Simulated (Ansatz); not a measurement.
# How ScAl3 (Pm-3m) expands on warming

Wanted: α(T), C_P(T) and B(T) of ScAl3 in the quasi-harmonic approximation. The starting cell is a computed one from a database.

Main program and level: Ansatz 0.2.0; DFT PBEsol, scalar-relativistic, plane waves, PAW; PAW set soft_1.

Report form: the programs' logs are mostly left out.

## (1) The structure

Symmetry: Pm-3m, No. 221, cubic system. The conventional cell has a = 4.088 Å, b = 4.088 Å, c = 4.088 Å, α = 90.00°, β = 90.00°, γ = 90.00°. Sc has 12 Al at 2.89 Å nearest. Nearest to Al lie 4 Sc at 2.89 Å and 8 Al at 2.89 Å. Farther neighbours are not listed.

## (2) Probe on a coarse mesh

A cheap single point shows whether the cell is a metal or an insulator and how far it is from rest; that sets the k-mesh and the occupations of what follows.

input.yaml reads:

```yaml
crystal:
  lattice:
    - [4.08780657, 0.0, 0.0]
    - [0.0, 4.08780657, 0.0]
    - [0.0, 0.0, 4.08780657]
  atoms:
    - { symbol: Sc, position: [0.0, 0.0, 0.0] }
    - { symbol: Al, position: [0.5, 0.0, 0.5] }
    - { symbol: Al, position: [0.0, 0.5, 0.5] }
    - { symbol: Al, position: [0.5, 0.5, 0.0] }
kpoints:
  mp_grid: { grid: [4, 4, 4] }
hamiltonian:
  xc: pbesol
  pseudopotentials: { kind: paw, azcp: { folder: soft_1 }, xc_functional: pbe }
scf:
  occupations: { method: gaussian, width: 0.1 }
  lower_state_search: "off"
output:
  forces: true
  stress: true
  eigenvalues: true
```

Started as:

```sh
$ ansatz run input.yaml --threads 8 --pin off --max-ram 16384MiB --backend cpu --events-out ev --progress --plain --runs-dir out
```

Run time: 0.79 s. Hardware: 8 threads of Arm Neoverse V2, shared host; peak memory 0.33 GiB; 1.7 s of CPU time.

Numbers from this step:

```yaml
pressure: -0.8852 GPa
volume_per_atom: 17.08 Å³/atom
gap_on_the_k_mesh: 0 eV
```

The start is under -0.89 GPa at this level and looks like a metal on this mesh.

## (3) Finding the static equilibrium

The vibrations must be taken about the equilibrium of this functional, not about the starting cell, so the structure is relaxed.

Edit input.yaml of step 2 so:

```diff
@@ -11,3 +11,3 @@
 kpoints:
-  mp_grid: { grid: [4, 4, 4] }
+  mp_grid: { grid: [10, 10, 10] }
 hamiltonian:
@@ -22 +22,6 @@
   eigenvalues: true
+relax:
+  adjacent_minimum: "off"
+  f_tol: 0.005
+  max_steps: 80
+  cell: { stress_tol: 0.05 }
```

Wall time 2 s (8 threads); peak memory 0.44 GiB.

Relaxation path:

```csv
step,energy less that of the first step (eV),largest force component (eV/Å),pressure (GPa),volume (Å³)
1,0.0000,0.0000,-1.11,68.31
2,-0.0016,0.0000,0.83,66.88
3,-0.0030,0.0000,-0.02,67.48
4*,-0.0029,0.0000,-0.02,67.48
```

Relaxation steps marked * repeat the geometry before them on a plane-wave basis chosen anew for their cell, so energy and pressure can jump there.

The run keeps the 48 symmetry operations that it works with, so distortions that break them were not tested.

| conventional cell, symmetrised | before | after | change |
| --- | --- | --- | --- |
| a (Å) | 4.088 | 4.071 | -0.4 % |
| b (Å) | 4.088 | 4.071 | -0.4 % |
| c (Å) | 4.088 | 4.071 | -0.4 % |
| volume (Å³/atom) | 17.08 | 16.87 | -1.2 % |

The relaxed structure:

```cif
data_structure
_symmetry_space_group_name_H-M 'P 1'
_symmetry_Int_Tables_number 1
_cell_length_a 4.0713
_cell_length_b 4.0713
_cell_length_c 4.0713
_cell_angle_alpha 90.000
_cell_angle_beta 90.000
_cell_angle_gamma 90.000
_cell_volume 67.48
loop_
_atom_site_label
_atom_site_type_symbol
_atom_site_fract_x
_atom_site_fract_y
_atom_site_fract_z
_atom_site_occupancy
Sc1 Sc 0.00000 0.00000 0.00000 1
Al2 Al 0.50000 0.00000 0.50000 1
Al3 Al 0.00000 0.50000 0.50000 1
Al4 Al 0.50000 0.50000 0.00000 1
```

Numbers from this step:

* pressure: -0.01873 GPa
* volume per atom: 16.87 Å³/atom

The relaxation ends with a pressure of -0.02 GPa.

## (4) Tight relaxation

The relaxation is repeated with tighter thresholds on force and stress, since phonons are sensitive to what is left; a change of mesh or smearing in the input moves the cell too.

input.yaml, the sections that differ from step 3:

```yaml
crystal:
  lattice:
    - [4.07125165, 0.0, 0.0]
    - [0.0, 4.07125165, 0.0]
    - [0.0, 0.0, 4.07125165]
  atoms:
    - { symbol: Sc, position: [0.0, 0.0, 0.0] }
    - { symbol: Al, position: [0.5, 0.0, 0.5] }
    - { symbol: Al, position: [0.0, 0.5, 0.5] }
    - { symbol: Al, position: [0.5, 0.5, 0.0] }
scf:
  occupations: { method: methfessel_paxton, width: 0.2 }
  lower_state_search: "off"
relax:
  adjacent_minimum: "off"
  f_tol: 0.001
  max_steps: 60
  cell: { stress_tol: 0.01 }
# kpoints, hamiltonian, output: as in step 3
```

The job ended after 1.9 s (8 threads; peak memory 0.44 GiB).

Little changed from the start: no atom moved by 0.005 Å and no cell edge by 0.1 %.

This step gave:

```yaml
pressure: -8.84e-5 GPa
```

The residual pressure is -8.8e-5 GPa, small enough for phonons.

## (5) Phonons on strained cells

The study relaxes the crystal at several strains, solves the phonons on some of them and minimises the free energy at each temperature (static energy, vibrations, the electrons in a metal, and PV under a set pressure); the q-mesh sets how far the force constants reach.

input.yaml, the sections that differ from step 4:

```yaml
crystal:
  lattice:
    - [4.0709720515, 0.0, 0.0]
    - [0.0, 4.0709720515, 0.0]
    - [0.0, 0.0, 4.0709720515]
  atoms:
    - { symbol: Sc, position: [0.0, 0.0, 0.0] }
    - { symbol: Al, position: [0.5, 0.0, 0.5] }
    - { symbol: Al, position: [0.0, 0.5, 0.5] }
    - { symbol: Al, position: [0.5, 0.5, 0.0] }
kpoints:
  mp_grid: { grid: [12, 12, 12] }
output:
  eigenvalues: true
phonons:
  method: dfpt
  qmesh: [4, 4, 4]
  temperatures: { t_max: 900.0, t_step: 50 }
  thermal_expansion: {}
# hamiltonian, scf: as in step 4
# relax: removed
```

The job ended after 42 min (8 threads; peak memory 4.7 GiB; 5.3 h of CPU time).

This step gave:

```
pressure                                         : 0.03167 GPa
volume expansion coefficient at 298 K            : 40.32 1e-6/K
C_P at 298 K                                     : 22.91 J/mol-atom/K
entropy at 298 K                                 : 23.95 J/mol-atom/K
isothermal bulk modulus at 298 K                 : 86.51 GPa
Grüneisen parameter at 298 K                     : 1.600
volume at 298 K                                  : 17.12 Å³/atom
principal linear expansion coefficients at 298 K : 13.44, 13.44, 13.44 1e-6/K
```

Strained cells of the study; zero-point energy where phonons were solved; the pressures are stresses at a fixed cutoff and can carry an offset from the finite basis. Expansion cells, by row:

```csv
cell,|a| (Å),|b| (Å),|c| (Å),V (Å³/atom),E - E_lowest (meV/atom),"pressure, compression positive (GPa)",gap (eV),zero-point energy (meV/atom)
1,4.071,4.071,4.071,16.87,0,0.029,-,-
2,4.104,4.104,4.104,17.27,2.64,-2.064,-,-
3,4.039,4.039,4.039,16.47,2.894,2.339,-,-
4,4.072,4.072,4.072,16.88,0,-0.021,-,45.4
5,4.092,4.092,4.092,17.13,1.101,-1.353,-,44.32
6,4.124,4.124,4.124,17.53,6.908,-3.252,-,42.67
7,4.15,4.15,4.15,17.87,15.27,-4.677,-,41.32
8,4.031,4.031,4.031,16.38,4.365,2.9,-,-
9,4.051,4.051,4.051,16.63,1.065,1.395,-,-
10,4.183,4.183,4.183,18.3,30.12,-6.297,-,-
```

Quasi-harmonic; a, b, c are the run's own cell vectors. Expansion, by row:

```
T (K)  a (Å)  b (Å)  c (Å)  alpha (deg)  beta (deg)  gamma (deg)  cell volume (Å³/cell)  alpha_a (1e-6/K)  alpha_b (1e-6/K)  alpha_c (1e-6/K)  alpha_V (1e-6/K)  C_P (J/mol-atom/K)  C_V (J/mol-atom/K)  S (J/mol-atom/K)  B_T (GPa)  B_S (GPa)  Grueneisen  extrapolation  fit error (1e-6/K)
    0  4.082  4.082  4.082           90          90           90                     68                 0                 0                 0                 0                   0                   0                 0      90.12      90.12           -              0                   0
   50  4.082  4.082  4.082           90          90           90                     68              1.19              1.19              1.19              3.56               2.147               2.146              0.64      90.08      90.11       1.529              0                   0
  100  4.082  4.082  4.082           90          90           90                  68.04              5.94              5.94              5.94             17.82               10.47               10.44             4.636       89.7      89.95       1.568              0                   0
  150  4.084  4.084  4.084           90          90           90                  68.12              9.44              9.44              9.44             28.32               16.47               16.36             10.13      89.02      89.62        1.58              0                   0
  200  4.086  4.086  4.086           90          90           90                  68.22             11.44             11.44             11.44             34.33                19.8               19.59             15.37      88.22      89.18       1.588              0                   0
  250  4.089  4.089  4.089           90          90           90                  68.35             12.66             12.66             12.66             37.97               21.73               21.41             20.02      87.36      88.69       1.594              0                0.01
298.1  4.091  4.091  4.091           90          90           90                  68.48             13.44             13.44             13.44             40.32               22.91               22.48             23.95      86.51      88.17         1.6              0                0.01
  300  4.091  4.091  4.091           90          90           90                  68.48             13.47             13.47             13.47              40.4               22.95               22.51             24.09      86.48      88.15         1.6              0                0.01
  350  4.094  4.094  4.094           90          90           90                  68.62             14.06             14.06             14.06             42.18               23.78               23.23              27.7      85.57       87.6       1.605              0                0.01
  400  4.097  4.097  4.097           90          90           90                  68.77             14.54             14.54             14.54             43.61               24.39               23.73             30.91      84.64      87.02       1.611              0                0.01
  450    4.1    4.1    4.1           90          90           90                  68.92             14.94             14.94             14.94             44.81               24.87               24.09             33.82      83.71      86.44       1.616              0                0.01
  500  4.103  4.103  4.103           90          90           90                  69.08             15.29             15.29             15.29             45.88               25.27               24.36             36.46      82.76      85.84       1.621              0                0.01
  550  4.106  4.106  4.106           90          90           90                  69.24             15.62             15.62             15.62             46.87                25.6               24.57             38.88      81.81      85.24       1.627              0                0.01
  600   4.11   4.11   4.11           90          90           90                   69.4             15.94             15.94             15.94             47.81               25.91               24.75             41.12      80.84      84.63       1.632              0                0.01
  650  4.113  4.113  4.113           90          90           90                  69.57             16.24             16.24             16.24             48.72               26.18               24.89             43.21      79.87      84.01       1.637              0                0.01
  700  4.116  4.116  4.116           90          90           90                  69.74             16.54             16.54             16.54             49.61               26.45               25.02             45.16      78.89      83.39       1.643              0                0.01
  750   4.12   4.12   4.12           90          90           90                  69.92             16.83             16.83             16.83              50.5                26.7               25.13             46.99       77.9      82.76       1.648              0                0.01
  800  4.123  4.123  4.123           90          90           90                   70.1             17.13             17.13             17.13             51.39               26.94               25.23             48.72       76.9      82.12       1.653              0                0.01
  850  4.127  4.127  4.127           90          90           90                  70.28             17.43             17.43             17.43             52.29               27.18               25.31             50.36      75.89      81.48       1.659              0                0.02
  900   4.13   4.13   4.13           90          90           90                  70.46             17.74             17.74             17.74             53.21               27.42                25.4             51.92      74.87      80.84       1.664              0                0.02
```

Expansion coefficient against temperature; values in 1e-6/K:

```csv
temperature (K),volume,principal 1
0,0,0
50,3.56,1.19
100,17.8,5.94
150,28.3,9.44
200,34.3,11.4
250,38.0,12.7
298,40.3,13.4
300,40.4,13.5
350,42.2,14.1
400,43.6,14.5
450,44.8,14.9
500,45.9,15.3
550,46.9,15.6
600,47.8,15.9
650,48.7,16.2
700,49.6,16.5
750,50.5,16.8
800,51.4,17.1
850,52.3,17.4
900,53.2,17.7
```

At 298 K the volume expansion is 40.3 × 10⁻⁶/K and B_T is 86.5 GPa. The program raised the cutoff to 487.2 eV by itself: with no cutoff typed, the study takes about 1.16 times the default for its relaxations and scales it with the volume for the phonons.

## (6) Results

```
settings of these figures                        : PBEsol, 487.2 eV, k 12×12×12, q 4×4×4
volume expansion coefficient at 298 K            : 40.32 1e-6/K
C_P at 298 K                                     : 22.91 J/mol-atom/K
entropy at 298 K                                 : 23.95 J/mol-atom/K
isothermal bulk modulus at 298 K                 : 86.51 GPa
Grüneisen parameter at 298 K                     : 1.600
volume at 298 K                                  : 17.12 Å³/atom
principal linear expansion coefficients at 298 K : 13.44, 13.44, 13.44 1e-6/K
```

Near room temperature ScAl3 expands by 40.3 × 10⁻⁶/K in volume by PBEsol, with C_P = 22.9 J/(mol K) per mole of atoms and B_T = 86.5 GPa. C_P at room temperature is 92 % of the classical 3R an atom, so the stiffest modes are still partly frozen out. In this metal the study includes the electrons' free energy, which adds a term that grows with temperature, so the heat capacities need not level off at 3R. The log notes that a few bands missed the eigensolver's threshold in the phonon runs. The PAW files were made for PBE and are used here under another functional, for which the program regenerates the frozen cores.

[Logs are printed without paths, hosts, clocks, repeated set-up lines and the standing remarks that a program may print on its own settings, such as how far it seeks lower states.]

[Hosts, paths, dates, database ids (printed as entryN), source tags and the programs' standing remarks are cut or masked in the printed files.]

[A step with changed settings may run another functional than the one named; its input shows which.]
